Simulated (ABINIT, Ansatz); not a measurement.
# A GW run on GaAs (F-43m) in ABINIT, with inputs changed

Aim: change inputs of a GW run on GaAs (F-43m) and see what moves.

Program: ABINIT 10.8.3. Level of theory: PBE and many-body steps on it, plane waves. Results are calculated unless marked as measured.

### Step 1. The starting structure

It takes space group F-43m (No. 216, cubic). The conventional cell has a = 5.654 Å, b = 5.654 Å, c = 5.654 Å, α = 90.00°, β = 90.00°, γ = 90.00°. Ga has 4 As at 2.45 Å nearest. Nearest to As lie 4 Ga at 2.45 Å. Farther neighbours are not listed.

The cell and positions come from the Crystallography Open Database and are kept as given unless a step says otherwise.

### Step 2. Screening, 4×4×4 mesh, 77 bands, screening to 141.5 eV

This step: ABINIT 10.8.3; RPA screening on PBE, plane waves, norm-conserving pseudopotentials.

The RPA dielectric matrix is built and inverted for each q.

The input, run.abi:

```
acell 3*1.0 Angstrom
rprim 
  0.000000000000 2.826850000000 2.826850000000
  2.826850000000 0.000000000000 2.826850000000
  2.826850000000 2.826850000000 0.000000000000
ntypat 2
znucl 31 33
natom 2
typat 1 2
xred 
  0.000000000000 0.000000000000 0.000000000000
  0.250000000000 0.250000000000 0.250000000000
pp_dirpath "pseudos"
pseudos "Ga.upf, As.upf"
ecut 45
ngkpt 4 4 4
nshiftk 1
shiftk 0 0 0
kptopt 1
chksymbreak 0
istwfk *1
occopt 1
irdwfk 1
optdriver 3
nband 77
ecuteps 5.2
inclvkb 2
awtr 1
symchi 1
indata_prefix "in"
outdata_prefix "out"
tmpdata_prefix "tmp"
```

On the command line:

```console
OMP_NUM_THREADS=1 mpirun -n 4 abinit run.abi > log
```

Log:

```text
.Version 10.8.3 of ABINIT. v10.8.2 released Aug 2026.

 Symmetries : space group F-4 3 m (#216); Bravais cF (face-center cubic)
[... echo of the input left out ...]
== DATASET  1 ==================================================================
-   mpi_nproc: 4, omp_nthreads: 1 (-1 if OMP is not activated)

--- !DatasetInfo
iteration_state: {dtset: 1, }
dimensions: {natom: 2, nkpt: 8, mband: 77, nsppol: 1, nspinor: 1, nspden: 1, mpw: 4477, }
cutoff_energies: {ecut:  45.0, pawecutdg:  -1.0, }
electrons: {nelect:   4.40000000E+01, charge:   0.00000000E+00, occopt:   1.00000000E+00, tsmear:   1.00000000E-02, }

 SCREENING: Calculation of the susceptibility and dielectric matrices

 Based on a program developped by R.W. Godby, V. Olevano, G. Onida, and L. Reining.
 Incorporated in ABINIT by V. Olevano, G.-M. Rignanese, and M. Torrent.
.Using double precision arithmetic ; gwpc =  8

[... cell and pseudopotentials left out ...]
--------------------------------------------------------------------------------

 ==== K-mesh for the wavefunctions ====
 Number of points in the irreducible wedge :     8
[... list of points left out ...]
 Together with 24 symmetry operations and time-reversal symmetry
 yields    64 points in the full Brillouin Zone.

 ==== Q-mesh for the screening function ====
 Number of points in the irreducible wedge :     8
[... list of points left out ...]
 Together with 24 symmetry operations and time-reversal symmetry
 yields    64 points in the full Brillouin Zone.

 setmesh: FFT mesh size selected  =    32x   32x   32
          total number of points  =        32768

 vcoul_init : cutoff-mode = AUXILIARY_FUNCTION
 q-points for optical limit:   1
     1)      0.000010    0.000020    0.000030

- screening: taking advantage of time-reversal symmetry
- Maximum band index for partially occupied states nbvw = 22
- Remaining bands to be divided among processors   nbcw = 55
- Number of bands treated by each node ~13

 Number of electrons calculated from density =   44.0000; Expected =   44.0000
 average of density, n =  0.144317
 r_s =    1.1827
 omega_plasma =   36.6450 [eV]

 calculating chi0 at frequencies [eV] :
  1    0.000000E+00    0.000000E+00
  2    0.000000E+00    3.664498E+01

--------------------------------------------------------------------------------
  q-point number  1        q = ( 0.000000, 0.000000, 0.000000) [r.l.u.]
--------------------------------------------------------------------------------
[... chi0 elements left out ...]
 For q-point:  0.000010 0.000020 0.000030
  dielectric constant = 140.2064
  dielectric constant without local fields = 149.5493

  Average fulfillment of the sum rule on Im[epsilon] for q-point    1 :     26.04  [%]
[... wings left out ...]
  q-point number  2        q = ( 0.250000, 0.000000, 0.000000) [r.l.u.]
--------------------------------------------------------------------------------
[... chi0 elements left out ...]
  Average fulfillment of the sum rule on Im[epsilon] for q-point    2 :     31.37  [%]

 [... 6 further q-points ...]
```

Elapsed: 24 s, on 4 MPI ranks of Arm Neoverse V2, shared host; peak memory 1 GiB; 96 s of CPU time.

This step gave:

```
ε∞ with local fields, on this mesh, along the program's q direction : 140.2
the same without local fields                                       : 149.5
plasma frequency                                                    : 36.65 eV
plane waves in the screening matrix                                 : 169
```

Local fields lower ε∞ by 6 %. The value itself is an artefact of the mesh, where one narrow direct gap carries too much weight.

### Step 3. Base

The self-energy is evaluated for the states that the input lists, and the levels follow from it, in one-shot runs by the linearised quasiparticle equation.

This step: G0W0 on PBE, plane waves, norm-conserving pseudopotentials.

run.abi: that of step 2 with these lines changed.

```diff
@@ -23,8 +23,15 @@
 irdwfk 1
-optdriver 3
+optdriver 4
 nband 77
+gwcalctyp 0
+ecutsigx 45
+symsigma 1
+nkptgw 1
+kptgw 
+  0.0000000000 0.0000000000 0.0000000000
+bdgw 
+  20 26
 ecuteps 5.2
-inclvkb 2
-awtr 1
-symchi 1
+irdscr 1
+ppmodel 1
 indata_prefix "in"
```

Log:

```text
.Version 10.8.3 of ABINIT. v10.8.2 released Aug 2026.

 Symmetries : space group F-4 3 m (#216); Bravais cF (face-center cubic)
[... echo of the input left out ...]
== DATASET  1 ==================================================================
-   mpi_nproc: 4, omp_nthreads: 1 (-1 if OMP is not activated)

--- !DatasetInfo
iteration_state: {dtset: 1, }
dimensions: {natom: 2, nkpt: 8, mband: 77, nsppol: 1, nspinor: 1, nspden: 1, mpw: 4477, }
cutoff_energies: {ecut:  45.0, pawecutdg:  -1.0, }
electrons: {nelect:   4.40000000E+01, charge:   0.00000000E+00, occopt:   1.00000000E+00, tsmear:   1.00000000E-02, }

 SIGMA: Calculation of the GW corrections

 Based on a program developped by R.W. Godby, V. Olevano, G. Onida, and L. Reining.
 Incorporated in ABINIT by V. Olevano, G.-M. Rignanese, and M. Torrent.
.Using double precision arithmetic ; gwpc =  8

[... cell and pseudopotentials left out ...]
--------------------------------------------------------------------------------

 ==== K-mesh for the wavefunctions ====
 Number of points in the irreducible wedge :     8
[... list of points left out ...]
 Together with 24 symmetry operations and time-reversal symmetry
 yields    64 points in the full Brillouin Zone.

 ==== Q-mesh for screening function ====
 Number of points in the irreducible wedge :     8
[... list of points left out ...]
 Together with 24 symmetry operations and time-reversal symmetry
 yields    64 points in the full Brillouin Zone.

 vcoul_init : cutoff-mode = AUXILIARY_FUNCTION
 q-points for optical limit:   1
     1)      0.000010    0.000020    0.000030
 setmesh: FFT mesh size selected  =    45x   45x   45
          total number of points  =        91125

 Number of electrons calculated from density =   44.0000; Expected =   44.0000
 average of density, n =  0.144317
 r_s =    1.1827
 omega_plasma =   36.6450 [eV]

 === KS Band Gaps ===
  >>>> For spin  1
   Minimum direct gap =   0.5078 [eV], located at k-point      :   0.0000  0.0000  0.0000
   Fundamental gap    =   0.5078 [eV], Top of valence bands at :   0.0000  0.0000  0.0000
                                       Bottom of conduction at :   0.0000  0.0000  0.0000
 SIGMA fundamental parameters:
 PLASMON POLE MODEL  1
 number of plane-waves for SigmaX                 4477
 number of plane-waves for SigmaC and W            169
 number of plane-waves for wavefunctions          4477
 number of bands                                    77
 number of independent spin polarizations            1
 number of spinorial components                      1
 number of k-points in IBZ                           8
 number of q-points in IBZ                           8
 number of symmetry operations                      24
 number of k-points in BZ                           64
 number of q-points in BZ                           64
 number of frequencies for dSigma/dE                 9
 frequency step for dSigma/dE [eV]                0.25
 number of omega for Sigma on real axis              0
 max omega for Sigma on real axis  [eV]           0.00
 zcut for avoiding poles [eV]                     0.10

 EPSILON^-1 parameters (SCR file):
 dimension of the eps^-1 matrix on file            169
 dimension of the eps^-1 matrix used               169
 number of plane-waves for wavefunctions          4477
 number of bands                                    77
 number of q-points in IBZ                           8
 number of frequencies                               2
 number of real frequencies                          1
 number of imag frequencies                          1

 matrix elements of self-energy operator (all in [eV])

 Perturbative Calculation

--- !SelfEnergy_ee
iteration_state: {dtset: 1, }
kpoint     : [   0.000,    0.000,    0.000, ]
spin       : 1
KS_gap     :    0.508
QP_gap     :    1.161
Delta_QP_KS:    0.654
data: !SigmaeeData |
     Band     E0 <VxcDFT>   SigX SigC(E0)      Z dSigC/dE  Sig(E)    E-E0       E
       20   5.666 -14.357 -16.013   1.410   0.798  -0.254 -14.554  -0.197   5.470
       21   5.666 -14.357 -16.013   1.410   0.798  -0.254 -14.554  -0.197   5.470
       22   5.666 -14.357 -16.013   1.410   0.798  -0.254 -14.554  -0.197   5.470
       23   6.174 -14.700 -10.607  -3.523   0.802  -0.247 -14.243   0.457   6.631
       24   9.403 -11.528  -7.015  -4.130   0.802  -0.248 -11.221   0.307   9.710
       25   9.403 -11.528  -7.015  -4.130   0.802  -0.248 -11.221   0.307   9.710
       26   9.403 -11.528  -7.015  -4.130   0.802  -0.248 -11.221   0.307   9.710

== END DATASET(S) ==============================================================
================================================================================

 -outvars: echo values of variables after computation  --------
           etotal      0.0000000000E+00
            nband          77
             nkpt           8
          spgroup         216
 [... the other variables as echoed above ...]

 Calculation completed.
```

The job ended after 4.4 s (4 MPI ranks; peak memory 0.7 GiB).

Numbers from this step:

```yaml
g0w0_gap_on_the_points_computed: 1.161 eV
starting_gap_on_the_mesh: 0.5078 eV
k_of_the_valence_top: 0, 0, 0
k_of_the_conduction_bottom: 0, 0, 0
z_at_the_valence_top: 0.798
z_at_the_conduction_bottom: 0.802
least_direct_g0w0_gap_on_the_computed_points: 1.161 eV
```

The gap on the mesh goes from 0.51 eV to 1.16 eV, a correction of +0.65 eV.

### Step 4. Smaller part of the screening matrix

run.abi: that of step 3 with these lines changed.

```diff
@@ -33,3 +33,3 @@
   20 26
-ecuteps 5.2
+ecuteps 2.6
 irdscr 1
```

Log:

```text
.Version 10.8.3 of ABINIT. v10.8.2 released Aug 2026.

 Symmetries : space group F-4 3 m (#216); Bravais cF (face-center cubic)
[... echo of the input left out ...]
== DATASET  1 ==================================================================
-   mpi_nproc: 4, omp_nthreads: 1 (-1 if OMP is not activated)

--- !DatasetInfo
iteration_state: {dtset: 1, }
dimensions: {natom: 2, nkpt: 8, mband: 77, nsppol: 1, nspinor: 1, nspden: 1, mpw: 4477, }
cutoff_energies: {ecut:  45.0, pawecutdg:  -1.0, }
electrons: {nelect:   4.40000000E+01, charge:   0.00000000E+00, occopt:   1.00000000E+00, tsmear:   1.00000000E-02, }

 SIGMA: Calculation of the GW corrections

 Based on a program developped by R.W. Godby, V. Olevano, G. Onida, and L. Reining.
 Incorporated in ABINIT by V. Olevano, G.-M. Rignanese, and M. Torrent.
.Using double precision arithmetic ; gwpc =  8

[... cell and pseudopotentials left out ...]
--------------------------------------------------------------------------------

 ==== K-mesh for the wavefunctions ====
 Number of points in the irreducible wedge :     8
[... list of points left out ...]
 Together with 24 symmetry operations and time-reversal symmetry
 yields    64 points in the full Brillouin Zone.

 ==== Q-mesh for screening function ====
 Number of points in the irreducible wedge :     8
[... list of points left out ...]
 Together with 24 symmetry operations and time-reversal symmetry
 yields    64 points in the full Brillouin Zone.

 vcoul_init : cutoff-mode = AUXILIARY_FUNCTION
 q-points for optical limit:   1
     1)      0.000010    0.000020    0.000030
 setmesh: FFT mesh size selected  =    45x   45x   45
          total number of points  =        91125

 Number of electrons calculated from density =   44.0000; Expected =   44.0000
[...]
number of q-points in BZ                           64
 number of frequencies for dSigma/dE                 9
 frequency step for dSigma/dE [eV]                0.25
 number of omega for Sigma on real axis              0
 max omega for Sigma on real axis  [eV]           0.00
 zcut for avoiding poles [eV]                     0.10

 EPSILON^-1 parameters (SCR file):
 dimension of the eps^-1 matrix on file            169
 dimension of the eps^-1 matrix used                59
 number of plane-waves for wavefunctions          4477
 number of bands                                    77
 number of q-points in IBZ                           8
 number of frequencies                               2
 number of real frequencies                          1
 number of imag frequencies                          1

 matrix elements of self-energy operator (all in [eV])

 Perturbative Calculation

--- !SelfEnergy_ee
iteration_state: {dtset: 1, }
kpoint     : [   0.000,    0.000,    0.000, ]
spin       : 1
KS_gap     :    0.508
QP_gap     :    1.145
Delta_QP_KS:    0.637
data: !SigmaeeData |
     Band     E0 <VxcDFT>   SigX SigC(E0)      Z dSigC/dE  Sig(E)    E-E0       E
       20   5.666 -14.357 -16.013   1.481   0.800  -0.250 -14.497  -0.141   5.526
       21   5.666 -14.357 -16.013   1.481   0.800  -0.250 -14.497  -0.141   5.526
       22   5.666 -14.357 -16.013   1.481   0.800  -0.250 -14.497  -0.141   5.526
       23   6.174 -14.700 -10.607  -3.474   0.803  -0.245 -14.203   0.497   6.671
       24   9.403 -11.528  -7.015  -4.128   0.802  -0.246 -11.219   0.309   9.713
       25   9.403 -11.528  -7.015  -4.128   0.802  -0.246 -11.219   0.309   9.713
       26   9.403 -11.528  -7.015  -4.128   0.802  -0.246 -11.219   0.309   9.713

== END DATASET(S) ==============================================================
================================================================================

 -outvars: echo values of variables after computation  --------
           etotal      0.0000000000E+00
            nband          77
             nkpt           8
          spgroup         216
 [... the other variables as echoed above ...]

 Calculation completed.
```

Run time: 3.4 s. Hardware: 4 MPI ranks; peak memory 0.63 GiB; 13 s of CPU time.

This step gave:

```yaml
g0w0_gap_on_the_points_computed: 1.145 eV
starting_gap_on_the_mesh: 0.5078 eV
k_of_the_valence_top: 0, 0, 0
k_of_the_conduction_bottom: 0, 0, 0
z_at_the_valence_top: 0.8
z_at_the_conduction_bottom: 0.803
least_direct_g0w0_gap_on_the_computed_points: 1.145 eV
```

### Step 5. Unknown plasmon-pole model

run.abi: that of step 4 with these lines changed.

```diff
@@ -33,5 +33,5 @@
   20 26
-ecuteps 2.6
+ecuteps 5.2
 irdscr 1
-ppmodel 1
+ppmodel 7
 indata_prefix "in"
```

Log:

```text
.Version 10.8.3 of ABINIT. v10.8.2 released Aug 2026.

 Symmetries : space group F-4 3 m (#216); Bravais cF (face-center cubic)
================================================================================
 Values of the parameters that define the memory need of the present run
     intxc =       0    ionmov =       0      iscf =       7    lmnmax =       6
     lnmax =       6     mgfft =      48  mpssoang =       3    mqgrid =    3001
     natom =       2  nloc_mem =       1    nspden =       1   nspinor =       1
    nsppol =       1      nsym =      24    n1xccc =    2501    ntypat =       2
    occopt =       1   xclevel =       2
-    mband =          77        mffmem =           1         mkmem =           2
       mpw =        4477          nfft =      110592          nkpt =           8
================================================================================
  Rough estimation (10% accuracy) of disk space for files :
================================================================================

--------------------------------------------------------------------------------
------------- Echo of variables that govern the present computation ------------
--------------------------------------------------------------------------------
 -outvars: echo values of preprocessed input variables --------
            acell      1.8897261259E+00  1.8897261259E+00  1.8897261259E+00 Bohr

             bdgw          20      26
      chksymbreak           0
             ecut      4.50000000E+01 Hartree
          ecuteps      5.20000000E+00 Hartree
         ecutsigx      4.50000000E+01 Hartree
          ecutwfn      4.50000000E+01 Hartree
-          fftalg         312
           irdscr           1
           irdwfk           1

              ixc     -101130
[...]
pspatm : epsatm=   21.85474337
         --- l  ekb(1:nproj) -->
[...]
pspatm: atomic psp has been read  and splines computed

- As Generated using ONCVPSP code by D. R. Hamann
- 33.00000  23.00000  171031                  znucl, zion, pspdat
12 -101130 2 -1 1358                          pspcod,pspxc,lmax,lloc,mmax
     nproj     2     2     2
  pspatm : epsatm=   24.77333152
         --- l  ekb(1:nproj) -->
[...]
1   -6.723548   -2.113112
             2  -10.105298   -4.355719
 pspatm: atomic psp has been read  and splines computed

   2.05163530E+03                                ecore*ucvol(ha*bohr**3)
--------------------------------------------------------------------------------

 ==== K-mesh for the wavefunctions ====
 Number of points in the irreducible wedge :     8
 Reduced coordinates and weights :

     1)     0.00000000E+00  0.00000000E+00  0.00000000E+00       0.01563
     2)     2.50000000E-01  0.00000000E+00  0.00000000E+00       0.12500
     3)     5.00000000E-01  0.00000000E+00  0.00000000E+00       0.06250
[...]
Together with 24 symmetry operations and time-reversal symmetry
 yields    64 points in the full Brillouin Zone.

 ==== Q-mesh for screening function ====
 Number of points in the irreducible wedge :     8
 Reduced coordinates and weights :

[...]
7)     5.00000000E-01  5.00000000E-01  0.00000000E+00       0.04688
     8)    -2.50000000E-01  5.00000000E-01  2.50000000E-01       0.09375

 Together with 24 symmetry operations and time-reversal symmetry
 yields    64 points in the full Brillouin Zone.

 vcoul_init : cutoff-mode = AUXILIARY_FUNCTION
 q-points for optical limit:   1
     1)      0.000010    0.000020    0.000030
 setmesh: FFT mesh size selected  =    45x   45x   45
          total number of points  =        91125

 Number of electrons calculated from density =   44.0000; Expected =   44.0000
 average of density, n =  0.144317
 r_s =    1.1827
 omega_plasma =   36.6450 [eV]

--- !BUG
message: |
    Wrong ppm%model: 7

--- !BUG
message: |
    Wrong ppm%model: 7

--- from the log ---
Wrong ppm%model: 7
```

Elapsed: 2.6 s, on 4 MPI ranks; peak memory 0.19 GiB; 7.5 s of CPU time.

The run stopped with an error after 2.6 s.

The program's words: Wrong ppm%model: 7

The fault put into this input: unknown plasmon-pole model.

### Step 6. The runs together

Times are wall times on 4 MPI ranks of Arm Neoverse V2, shared host, good to a factor of about two. A run's time includes the screening step that it read.

```
                                 run   mesh  bands  screening cutoff (eV)  DFT gap (eV)  gap on the mesh (eV)  direct (eV)  ε∞ used  time
                                base  4×4×4     77                  141.5         0.508                 1.161        1.161   140.21  29 s
smaller part of the screening matrix  4×4×4     77                   70.7         0.508                 1.145        1.145   140.21  27 s
```

### Step 7. Summary of results

| Item | Value |
| --- | --- |
| base | 1.161 eV |
| smaller part of the screening matrix | 1.145 eV |
| known limits | not at the basis limit; screening runs away on this mesh; no spin-orbit coupling; coarse k mesh |

In words: Smaller part of the screening matrix: −0.016 eV against base (keys changed: ecuteps). Bands and cutoff are finite, so the gap is not at the basis limit. The miss can reach some tenths of an eV and take either sign; the mesh is an error of its own. In the first G0W0 run levels were corrected at 1 k point alone, so a gap called «on the mesh» is the least over those, and an edge elsewhere would be missed. The 4×4×4 mesh is coarse for this cell, which bears on the long-range parts of exchange and screening. For the PBE start: On this mesh the RPA ε∞ passes 90, more than nearly any semiconductor shows; a coarse mesh does this where one point with a narrow direct gap carries much weight. The screening is then too strong, and the G0W0 gap should not be taken as the material's. The many-body steps are scalar-relativistic: spin-orbit coupling is not in them.

[Paths, hosts, dates, memory and timing lines, banners, echoed tables and standing remarks are left out of the program output.]

[Logs are printed without paths, hosts, clocks, repeated set-up lines and the standing remarks that a program may print on its own settings, such as how far it seeks lower states.]

[Runs of the session that timed out or met a known fault of the program may be left out.]

[No measured gap is set beside runs whose start may be inverted or whose files or cutoffs have a known fault.]

[Hosts, paths, dates, database ids (printed as entryN), source tags and the programs' standing remarks are cut or masked in the printed files.]

[G0W0 gaps are taken among the corrected bands and points alone; a level outside them can change the order at an edge.]

[Where Ansatz stands beside ABINIT at settings called matched, ABINIT's density can come from a denser mesh and the files from another edition; pairs whose starting gaps differed by over 0.03 eV were left out, so agreement reads better than it is.]
